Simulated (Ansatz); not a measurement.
**Decaying states in the gap of MgIF**

Aim: relax a made-up compound, MgIF, and see how good a tunnel barrier it would be. It is built by putting F for part of the I in the MgI2 structure of space group P-3m1, with the volume rescaled by atomic radii. The parent structure comes from the Materials Project.

Method: PBEsol DFT, plane waves, PAW files, in the first sound run; inputs show where later runs differ, in Ansatz 0.2.0.

The structure was built from a prototype and need not be the compound's stable phase.

### 1. Starting point

The structure is trigonal, space group P3m1 (No. 156). The conventional cell has a = 3.751 Å, b = 3.751 Å, c = 6.353 Å, α = 90.00°, β = 90.00°, γ = 120.00°. Nearest to Mg lie 3 F at 2.63 Å and 3 I at 2.63 Å. Nearest to I lie 3 Mg at 2.63 Å. F has 3 Mg at 2.63 Å nearest. It derives from MgI2. F for part of the I in the MgI2 structure of space group P-3m1. Farther neighbours and most contacts between anions are not listed.

As a file:

```cif
data_structure
_symmetry_space_group_name_H-M 'P 1'
_symmetry_Int_Tables_number 1
_cell_length_a 3.7515
_cell_length_b 3.7515
_cell_length_c 6.3534
_cell_angle_alpha 90.000
_cell_angle_beta 90.000
_cell_angle_gamma 120.000
_cell_volume 77.44
loop_
_atom_site_label
_atom_site_type_symbol
_atom_site_fract_x
_atom_site_fract_y
_atom_site_fract_z
_atom_site_occupancy
Mg1 Mg 0.00000 0.00000 0.00000 1
I2 I 0.33333 0.66667 0.23408 1
F3 F 0.66667 0.33333 0.76592 1
```

### 2. Relaxing the new crystal

The substituted atoms don't fit the parent's cell, so cell and atoms relax together. A small smearing keeps the run stable in case the gap closes on the way.

File input.yaml:

```yaml
crystal:
  lattice:
    - [3.7514796275, 0.0, 0.0]
    - [-1.8757398137, 3.2488766592, 0.0]
    - [0.0, 0.0, 6.3534304417]
  atoms:
    - { symbol: Mg, position: [0.0, 0.0, 0.0] }
    - { symbol: I, position: [0.3333333333, 0.6666666667, 0.23407685] }
    - { symbol: F, position: [0.6666666667, 0.3333333333, 0.76592315] }
kpoints:
  mp_grid: { grid: [6, 6, 4] }
scf:
  occupations: { method: gaussian, width: 0.03 }
hamiltonian:
  xc: pbesol
output:
  forces: true
  stress: true
relax:
  f_tol: 0.02
  max_steps: 60
  cell: {}
```

Launch:

```console
$ ansatz run input.yaml --threads 2 --pin off --max-ram 4096MiB --backend cpu --events-out ev --progress --plain --runs-dir out
```

Numbers of over 12 decimals in the logs are rounded to 6 here.

The program printed:

```text
Engine: ansatz 0.2.0, x86_64-unknown-linux-gnu
Pseudopotentials: kind: paw
Pseudopotential: Mg, paw, valence charge 10, recommended cutoff 420 eV (normal), Mg.paw.azcp
Pseudopotential: I, paw, valence charge 17, recommended cutoff 420 eV (normal), I.paw.azcp
Pseudopotential: F, paw, valence charge 7, recommended cutoff 420 eV (normal), F.paw.azcp
Functional definition: PBEsol
  exchange = pbesol_x
  correlation = pbesol_c
Crystal: 3 atoms, lattice volume = 77.436 Å³
Basis set: ecut = 420 eV, 1533 PW (Γ), exchange–correlation on 54×54×90 points (8 copies of the dense FFT grid, shifted against one another)
Bands: 21, of which v1, the nominal top of the filled ones, is band 17 counted from 1 (16 counted from 0)
Symmetry: 6 space group operations
Space group: P3m1 (ITA 156), of the structure as read, at distance tolerance 4.3e-5 Å
k-points: 24 of 144 (time reversal used)
Non-local potential: Mg, projectors of the file, l = 0: 3, l = 1: 2, l = 2: 1
Non-local potential: I, projectors of the file, l = 0: 2, l = 1: 2, l = 2: 2, l = 3: 2
Non-local potential: F, projectors of the file, l = 0: 2, l = 1: 2, l = 2: 1
PAW form: soft (Blöchl's): semilocal exchange-correlation on the pseudo side does not see the compensation charge
PAW frozen core: Mg, regenerated for the run's functional, and the local potential with it (the file was generated under x = pbe(κ = 0.804, μ = 0.219515), c = pbe(β = 0.066725))
PAW frozen core: I, regenerated for the run's functional, and the local potential with it (the file was generated under x = pbe(κ = 0.804, μ = 0.219515), c = pbe(β = 0.066725))
PAW frozen core: F, regenerated for the run's functional, and the local potential with it (the file was generated under x = pbe(κ = 0.804, μ = 0.219515), c = pbe(β = 0.066725))
PAW one-centre angular grid: Mg, 110 points (default); XC on 64 Gauss nodes
PAW one-centre angular grid: I, 590 points (default); XC on 64 Gauss nodes
PAW one-centre angular grid: F, 110 points (default); XC on 64 Gauss nodes
Initial density: superposition of atomic densities (neutral atoms: chi_scale 0, normalization atom), corrected by the library's trained network
Initial wavefunctions: pseudopotential atomic-orbital guess
Functional: x = pbesol(κ = 0.804, μ = 0.123457), c = pbesol(β = 0.046)
SCF iter   1: F=—  HF=-10146.641357 eV  |F-HF|=—  |Δ(HF+E_count)|=         —  Δρ=4.57e-3  dr2=1.12e-2  ethr=1.77e-3  ⟨swp⟩=6.9  Hψ=2693  notcnv=0
preconditioner: auto → Resta (q_TF=auto, 2.379 Å⁻¹)  ε∞=3.5  [insulator: Δε(μ)=3.455 eV  Ē_g=9.931 eV  σ=0.030 eV  W_gap=1.00  n_scr=22 (ndim 8)  ℏωp=15.8 eV  f_vac=0.224  D(μ)=0.00/eV (n_scr^D=0)  ε∞_Penn≈3.5]
SCF iter   2: F=—  HF=-10146.638444 eV  |F-HF|=—  |Δ(HF+E_count)|=   2.91e-3  Δρ=1.56e-3  dr2=3.62e-3  ethr=3.30e-5  ⟨swp⟩=2.0  Hψ=984  notcnv=0
SCF iter   3: F=—  HF=-10146.637877 eV  |F-HF|=—  |Δ(HF+E_count)|=   5.68e-4  Δρ=1.10e-3  dr2=1.22e-3  ethr=1.07e-5  ⟨swp⟩=2.0  Hψ=684  notcnv=0
SCF iter   4: F=—  HF=-10146.637708 eV  |F-HF|=—  |Δ(HF+E_count)|=   1.69e-4  Δρ=2.76e-4  dr2=1.03e-4  ethr=3.60e-6  ⟨swp⟩=2.0  Hψ=781  notcnv=0
SCF iter   5: F=—  HF=-10146.637697 eV  |F-HF|=—  |Δ(HF+E_count)|=   1.11e-5  Δρ=1.44e-4  dr2=2.20e-5  ethr=3.02e-7  ⟨swp⟩=2.0  Hψ=888  notcnv=0
SCF iter   6: F=—  HF=-10146.637704 eV  |F-HF|=—  |Δ(HF+E_count)|=   7.82e-6  Δρ=3.51e-5  dr2=1.34e-6  ethr=6.48e-8  ⟨swp⟩=2.0  Hψ=696  notcnv=0
SCF iter   7: F=-10146.637706 eV  HF=-10146.637706 eV  |F-HF|=1.65e-7  |Δ(HF+E_count)|=   1.83e-6  Δρ=9.04e-6  dr2=9.36e-8  ethr=2.94e-10  ⟨swp⟩=3.1  Hψ=2074  notcnv=0
SCF 1 converged in 7 iterations: F = -10146.637706 eV  dr2 = 9.36e-8
  greatest PAW one-centre occupation: 1.000 electrons in one spin orbital (limit 2), on the Mg atom at site 0 (counted from 0), in its partial waves of l = 0
relax step   1: F+E_penalty+E_count = -10146.63770640 eV  Δ(F+E_penalty+E_count) = +0.000e0 eV  max|allowed force component| = 3.355e0 eV/Å  Δτ_max = 0.0000 Å  P = +0.839 GPa  Ω = 77.436 Å³  (7 SCF iters, dr2 threshold 1.00e-7 eV, accepted)
Crystal: 3 atoms, lattice volume = 77.225 Å³
Basis set: ecut = 420 eV, 1521 PW (Γ), exchange–correlation on 54×54×90 points (8 copies of the dense FFT grid, shifted against one another)
Initial density: handed on by an earlier stage of this run
Initial wavefunctions: those handed on with the density
iter 1 solved again at ethr=1.17e-3 eV; its pass at ethr=3.10e-3 eV (dr2=3.97e-1 eV) is discarded
SCF iter   1: F=—  HF=-10147.515245 eV  |F-HF|=—  |Δ(HF+E_count)|=         —  Δρ=2.71e-2  dr2=3.94e-1  ethr=1.17e-3  ⟨swp⟩=1.0  Hψ=3214  notcnv=0
preconditioner: auto → Resta (q_TF=auto, 2.380 Å⁻¹)  ε∞=3.5  [insulator: Δε(μ)=2.372 eV  Ē_g=10.068 eV  σ=0.030 eV  W_gap=1.00  n_scr=22 (ndim 8)  ℏωp=15.8 eV  f_vac=0.195  D(μ)=0.00/eV (n_scr^D=0)  ε∞_Penn≈3.5]
SCF iter   2: F=—  HF=-10147.418217 eV  |F-HF|=—  |Δ(HF+E_count)|=   9.70e-2  Δρ=1.33e-2  dr2=7.94e-2  ethr=1.16e-3  ⟨swp⟩=2.0  Hψ=711  notcnv=0
SCF iter   3: F=—  HF=-10147.406039 eV  |F-HF|=—  |Δ(HF+E_count)|=   1.22e-2  Δρ=6.25e-3  dr2=2.20e-2  ethr=2.33e-4  ⟨swp⟩=2.5  Hψ=1070  notcnv=0
SCF iter   4: F=—  HF=-10147.402742 eV  |F-HF|=—  |Δ(HF+E_count)|=   3.30e-3  Δρ=1.56e-3  dr2=2.06e-3  ethr=6.47e-5  ⟨swp⟩=2.0  Hψ=793  notcnv=0
SCF iter   5: F=—  HF=-10147.403426 eV  |F-HF|=—  |Δ(HF+E_count)|=   6.84e-4  Δρ=4.01e-4  dr2=3.01e-4  ethr=6.06e-6  ⟨swp⟩=2.0  Hψ=731  notcnv=0
SCF iter   6: F=—  HF=-10147.403619 eV  |F-HF|=—  |Δ(HF+E_count)|=   1.93e-4  Δρ=1.24e-4  dr2=2.74e-5  ethr=8.86e-7  ⟨swp⟩=2.0  Hψ=713  notcnv=0
SCF iter   7: F=—  HF=-10147.403678 eV  |F-HF|=—  |Δ(HF+E_count)|=   5.94e-5  Δρ=2.55e-5  dr2=4.63e-7  ethr=8.06e-8  ⟨swp⟩=2.0  Hψ=782  notcnv=0
SCF iter   8: F=-10147.403680 eV  HF=-10147.403679 eV  |F-HF|=7.13e-8  |Δ(HF+E_count)|=   1.54e-6  Δρ=5.98e-6  dr2=3.71e-8  ethr=8.82e-10  ⟨swp⟩=5.0  Hψ=1808  notcnv=0
SCF 2 converged in 8 iterations: F = -10147.403680 eV  dr2 = 3.71e-8
relax step   2: F+E_penalty+E_count = -10147.40367954 eV  Δ(F+E_penalty+E_count) = -7.660e-1 eV  max|allowed force component| = 1.524e0 eV/Å  Δτ_max = 0.1949 Å  P = -2.148 GPa  Ω = 77.225 Å³  energy of the carried Pulay correction = +2.487e-4 eV  (8 SCF iters, dr2 threshold 3.00e-7 eV, accepted)
Crystal: 3 atoms, lattice volume = 74.715 Å³
Basis set: ecut = 420 eV, 1449 PW (Γ), exchange–correlation on 54×54×90 points (8 copies of the dense FFT grid, shifted against one another)
iter 1 solved again at ethr=1.23e-3 eV; its pass at ethr=3.10e-3 eV (dr2=4.18e-1 eV) is discarded
SCF iter   1: F=—  HF=-10147.872452 eV  |F-HF|=—  |Δ(HF+E_count)|=         —  Δρ=2.95e-2  dr2=4.20e-1  ethr=1.23e-3  ⟨swp⟩=1.0  Hψ=3205  notcnv=0
[...]
SCF iter   8: F=-10147.747097 eV  HF=-10147.747097 eV  |F-HF|=3.73e-8  |Δ(HF+E_count)|=   9.28e-7  Δρ=5.98e-6  dr2=2.61e-8  ethr=8.82e-10  ⟨swp⟩=5.0  Hψ=1740  notcnv=0
SCF 3 converged in 8 iterations: F = -10147.747097 eV  dr2 = 2.61e-8
relax step   3: F+E_penalty+E_count = -10147.74709687 eV  Δ(F+E_penalty+E_count) = -3.434e-1 eV  max|allowed force component| = 3.295e-1 eV/Å  Δτ_max = 0.1949 Å  P = -0.921 GPa  Ω = 74.715 Å³  energy of the carried Pulay correction = +3.251e-3 eV  (8 SCF iters, dr2 threshold 3.00e-7 eV, accepted)
[... from here on, the SCF cycles and remarks between the steps are left out ...]
relax step   4: F+E_penalty+E_count = -10147.76615207 eV  Δ(F+E_penalty+E_count) = -1.906e-2 eV  max|allowed force component| = 7.869e-2 eV/Å  Δτ_max = 0.0534 Å  P = +0.251 GPa  Ω = 72.433 Å³  energy of the carried Pulay correction = +6.069e-3 eV  (7 SCF iters, dr2 threshold 3.00e-7 eV, accepted)
relax step   5: F+E_penalty+E_count = -10147.76983998 eV  Δ(F+E_penalty+E_count) = -3.688e-3 eV  max|allowed force component| = 4.293e-2 eV/Å  Δτ_max = 0.0156 Å  P = -0.003 GPa  Ω = 72.418 Å³  energy of the carried Pulay correction = +6.088e-3 eV  (6 SCF iters, dr2 threshold 3.00e-7 eV, accepted)
relax step   6: F+E_penalty+E_count = -10147.77460123 eV  Δ(F+E_penalty+E_count) = -4.761e-3 eV  max|allowed force component| = 1.050e-1 eV/Å  Δτ_max = 0.0242 Å  P = -0.058 GPa  Ω = 71.359 Å³  energy of the carried Pulay correction = +7.425e-3 eV  (6 SCF iters, dr2 threshold 2.55e-7 eV, accepted)
relax step   7: F+E_penalty+E_count = -10147.78971861 eV  Δ(F+E_penalty+E_count) = -1.512e-2 eV  max|allowed force component| = 1.902e-1 eV/Å  Δτ_max = 0.0747 Å  P = +0.024 GPa  Ω = 67.943 Å³  energy of the carried Pulay correction = +1.187e-2 eV  (7 SCF iters, dr2 threshold 3.00e-7 eV, accepted)
relax step   8: F+E_penalty+E_count = -10147.80503163 eV  Δ(F+E_penalty+E_count) = -1.531e-2 eV  max|allowed force component| = 1.835e-1 eV/Å  Δτ_max = 0.0961 Å  P = +0.026 GPa  Ω = 64.456 Å³  energy of the carried Pulay correction = +1.663e-2 eV  (7 SCF iters, dr2 threshold 3.00e-7 eV, accepted)
relax step   9: F+E_penalty+E_count = -10147.80939699 eV  Δ(F+E_penalty+E_count) = -4.365e-3 eV  max|allowed force component| = 4.360e-2 eV/Å  Δτ_max = 0.0576 Å  P = -0.588 GPa  Ω = 64.168 Å³  energy of the carried Pulay correction = +1.704e-2 eV  (6 SCF iters, dr2 threshold 3.00e-7 eV, accepted)
relax step  10: F+E_penalty+E_count = -10147.81256937 eV  Δ(F+E_penalty+E_count) = -3.172e-3 eV  max|allowed force component| = 8.228e-2 eV/Å  Δτ_max = 0.0583 Å  P = +0.456 GPa  Ω = 61.193 Å³  energy of the carried Pulay correction = +2.131e-2 eV  (6 SCF iters, dr2 threshold 3.00e-7 eV, rejected (line search))
relax step  11: F+E_penalty+E_count = -10147.81334837 eV  Δ(F+E_penalty+E_count) = -3.951e-3 eV  max|allowed force component| = 1.079e-2 eV/Å  Δτ_max = 0.0204 Å  P = -0.063 GPa  Ω = 62.952 Å³  energy of the carried Pulay correction = +1.876e-2 eV  (9 SCF iters, accepted)
relax step  12: F+E_penalty+E_count = -10147.81364712 eV  Δ(F+E_penalty+E_count) = -2.987e-4 eV  max|allowed force component| = 9.226e-4 eV/Å  Δτ_max = 0.0040 Å  P = +0.007 GPa  Ω = 62.781 Å³  energy of the carried Pulay correction = +1.901e-2 eV  (6 SCF iters, dr2 threshold 2.24e-8 eV, accepted)
relax step  13: F+E_penalty+E_count = -10147.80812784 eV  Δ(F+E_penalty+E_count) = +5.519e-3 eV  max|allowed force component| = 5.945e-4 eV/Å  Δτ_max = 0.0000 Å  P = -0.183 GPa  Ω = 62.781 Å³  stress off target by 2.23e-1 GPa  SCF on the basis re-selected at this cell (its energy is not comparable with the rows above)  (6 SCF iters)
relax step  14: F+E_penalty+E_count = -10147.80965784 eV  Δ(F+E_penalty+E_count) = -1.530e-3 eV  max|allowed force component| = 2.122e-3 eV/Å  Δτ_max = 0.0169 Å  P = +0.012 GPa  Ω = 62.091 Å³  energy of the carried Pulay correction = +1.028e-3 eV  (6 SCF iters, dr2 threshold 1.25e-7 eV, accepted)
iter 1 solved again at ethr=3.53e-7 eV; its pass at ethr=3.10e-3 eV (dr2=1.20e-4 eV) is discarded
SCF iter   1: F=—  HF=-10147.808601 eV  |F-HF|=—  |Δ(HF+E_count)|=         —  Δρ=8.67e-5  dr2=6.95e-7  ethr=3.53e-7  ⟨swp⟩=3.2  Hψ=3848  notcnv=0
preconditioner: auto → Resta (q_TF=auto, 2.468 Å⁻¹)  ε∞=3.6  [insulator: Δε(μ)=0.737 eV  Ē_g=10.843 eV  σ=0.030 eV  W_gap=1.00  n_scr=22 (ndim 8)  ℏωp=17.6 eV  f_vac=0.048  D(μ)=0.00/eV (n_scr^D=0)  ε∞_Penn≈3.6]
SCF iter   2: F=—  HF=-10147.808608 eV  |F-HF|=—  |Δ(HF+E_count)|=   6.29e-6  Δρ=3.82e-5  dr2=2.18e-7  ethr=2.05e-9  ⟨swp⟩=2.2  Hψ=769  notcnv=0
SCF iter   3: F=—  HF=-10147.808608 eV  |F-HF|=—  |Δ(HF+E_count)|=   1.32e-7  Δρ=1.81e-5  dr2=2.76e-8  ethr=6.40e-10  ⟨swp⟩=2.0  Hψ=583  notcnv=0
SCF iter   4: F=—  HF=-10147.808608 eV  |F-HF|=—  |Δ(HF+E_count)|=   4.11e-8  Δρ=8.13e-7  dr2=5.76e-10  ethr=8.13e-11  ⟨swp⟩=2.0  Hψ=660  notcnv=0
SCF iter   5: F=—  HF=-10147.808608 eV  |F-HF|=—  |Δ(HF+E_count)|=  2.31e-10  Δρ=2.38e-7  dr2=7.79e-11  ethr=1.70e-12  ⟨swp⟩=2.0  Hψ=685  notcnv=0
SCF iter   6: F=-10147.808608 eV  HF=-10147.808608 eV  |F-HF|=3.64e-12  |Δ(HF+E_count)|=  3.27e-11  Δρ=1.34e-7  dr2=6.66e-12  ethr=1.00e-12  ⟨swp⟩=6.1  Hψ=2274  notcnv=0
SCF 15 converged in 6 iterations: F = -10147.808608 eV  dr2 = 6.66e-12
relax step  15: F+E_penalty+E_count = -10147.80860782 eV  Δ(F+E_penalty+E_count) = +1.050e-3 eV  max|allowed force component| = 2.107e-3 eV/Å  Δτ_max = 0.0000 Å  P = -0.011 GPa  Ω = 62.091 Å³  stress off target by 4.14e-2 GPa  SCF on the basis re-selected at this cell (its energy is not comparable with the rows above)  (6 SCF iters)
basis re-selected at this cell: Δ(F+E_penalty+E_count) = +1.050e-3 eV, ΔP = -0.023 GPa vs the last step (what re-selecting the basis moved, of the pressure what is left beyond the Pulay correction that the steps carried, after the strain that the cell walked since its last selection, with what the two solves' SCF thresholds leave and, on support functions, any second-order correction that the steps lacked; it is no m [...]
SCF converged after 6 iterations
Free energy (F): -10147.808608 eV
Harris-Foulkes:  -10147.808608 eV  (|F-HF|=3.64e-12)
Internal energy: -10147.808608 eV  (E = F + TS)
E sigma→0 (E₀):  -10147.808608 eV
Fermi energy:    7.731977 eV
--- Per-component energies (eV) ---
  E_band       = -728.709105
  E_kinetic    = 472.860204
  E_local      = -3955.638554  (includes V_loc(G=0)·N_el)
  E_nonlocal   = 81.025759
  E_hartree    = 1726.506180
  E_xc         = -235.417052
  E_vxc        = -268.291849  (∫ρ·V_xc dr)
  E_paw        = -5212.425029  (= ΣΔE_a)
  E_vpaw       = -511.679046  (= ΣTr[D̂ρ^β])
  E_aug_tail   = 0.002067  (compensation charges beyond the density's cutoff)
  E_ewald      = -3025.235629
  E_core_change = 0.513447  (= ΣΔE_core)
  E_smearing   = -0.000000  (= −TS)
  E_closure    = 0.000000  (closes the sum)
  Σ components = -10147.808608   (vs F -10147.808608, Δ=0.00e0)
--- Forces (eV/Å), atoms counted from 1 ---
  atom   1  Mg     0.00000000     0.00000000    -0.00210628
  atom   2  I     -0.00000000     0.00000000     0.00159032
  atom   3  F     -0.00000000     0.00000000     0.00051686
  max |Σ_I F_I| component: 8.99e-7 eV/Å
--- Stress (GPa, compression-positive) ---
        0.004240      -0.000000       0.000000
       -0.000000       0.004240      -0.000000
        0.000000      -0.000000      -0.041431
  P = ⅓ Tr σ = -0.0110 GPa (-0.110 kbar)
--- Relaxed structure (13 steps of the walk, 12 accepted, 2 SCFs on fresh bases) ---
  F+E_penalty+E_count = -10147.80860782 eV   max|allowed force component| = 2.107e-3 eV/Å   (the final SCF, on the basis selected at the relaxed cell)
  cell:  # Å, volume = 62.0905 Å³
    - [3.694852, -2.843169927723825e-11, -2.6170043447923872e-17]
    - [-1.847426, 3.199836, -2.617004344827268e-17]
    - [-4.432105921245169e-17, -7.67663264005529e-17, 5.251707]
  atoms:
    - { symbol: Mg, position: [-1.0765965999398618e-17, -1.0765965999446452e-17, -0.085887] }
    - { symbol: I, position: [0.333333, 0.666667, 0.280616] }
    - { symbol: F, position: [0.666667, 0.333333, 0.805271] }
```

Run time: 17 s. Hardware: 2 threads of Intel Xeon Platinum 8488C (Sapphire Rapids), shared host; peak memory 0.45 GiB; 32 s of CPU time.

The steps of the relaxation:

| step | energy less that of the first step (eV) | largest force component (eV/Å) | pressure (GPa) | volume (Å³) |
| --- | --- | --- | --- | --- |
| 1 | 0.0000 | 3.3552 | 0.84 | 77.44 |
| 2 | -0.7660 | 1.5236 | -2.15 | 77.22 |
| 3 | -1.1094 | 0.3295 | -0.92 | 74.72 |
| 4 | -1.1284 | 0.0787 | 0.25 | 72.43 |
| 5 | -1.1321 | 0.0429 | 0.00 | 72.42 |
| 6 | -1.1369 | 0.1050 | -0.06 | 71.36 |
| 7 | -1.1520 | 0.1902 | 0.02 | 67.94 |
| 8 | -1.1673 | 0.1835 | 0.03 | 64.46 |
| 9 | -1.1717 | 0.0436 | -0.59 | 64.17 |
| 10 | -1.1749 | 0.0823 | 0.46 | 61.19 |
| 11 | -1.1756 | 0.0108 | -0.06 | 62.95 |
| 12 | -1.1759 | 0.0009 | 0.01 | 62.78 |
| 13* | -1.1704 | 0.0006 | -0.18 | 62.78 |
| 14 | -1.1720 | 0.0021 | 0.01 | 62.09 |
| 15* | -1.1709 | 0.0021 | -0.01 | 62.09 |

Relaxation steps marked * repeat the geometry before them on a plane-wave basis chosen anew for their cell, so energy and pressure can jump there. Relaxation step 10 was tried and not accepted.

Forces are held to the 6 operations that the run works with; a distortion that breaks them can't arise in this run.

| cell as run | before | after | change |
| --- | --- | --- | --- |
| a (Å) | 3.751 | 3.695 | -1.5 % |
| b (Å) | 3.751 | 3.695 | -1.5 % |
| c (Å) | 6.353 | 5.252 | -17.3 % |
| volume (Å³/atom) | 25.81 | 20.70 | -19.8 % |

The atoms that moved most (Å, as changes of fractional coordinates times the final cell):

| atom | dx | dy | dz | length |
| --- | --- | --- | --- | --- |
| Mg1 | 0.000 | 0.000 | -0.451 | 0.451 |
| I2 | 0.000 | 0.000 | 0.244 | 0.244 |
| F3 | 0.000 | 0.000 | 0.207 | 0.207 |

Final coordinates:

```
Mg I F
1.0
     3.69485    0.00000    0.00000
    -1.84743    3.19984    0.00000
     0.00000    0.00000    5.25171
Mg I F
1 1 1
Direct
  0.00000 0.00000 0.91411
  0.33333 0.66667 0.28062
  0.66667 0.33333 0.80527
```

Numbers from this step:

* free energy: -10147.8086 eV
* Fermi energy: 7.732 eV
* pressure: -0.01098 GPa

The largest force component on a free atom ends at 0.0021 eV/Å.

[end of part 1 of 3]

[Logs are printed without paths, hosts, clocks, repeated set-up lines and the standing remarks that a program may print on its own settings, such as how far it seeks lower states.]

[Hosts, paths, dates, database ids (printed as entryN), source tags and the programs' standing remarks are cut or masked in the printed files.]
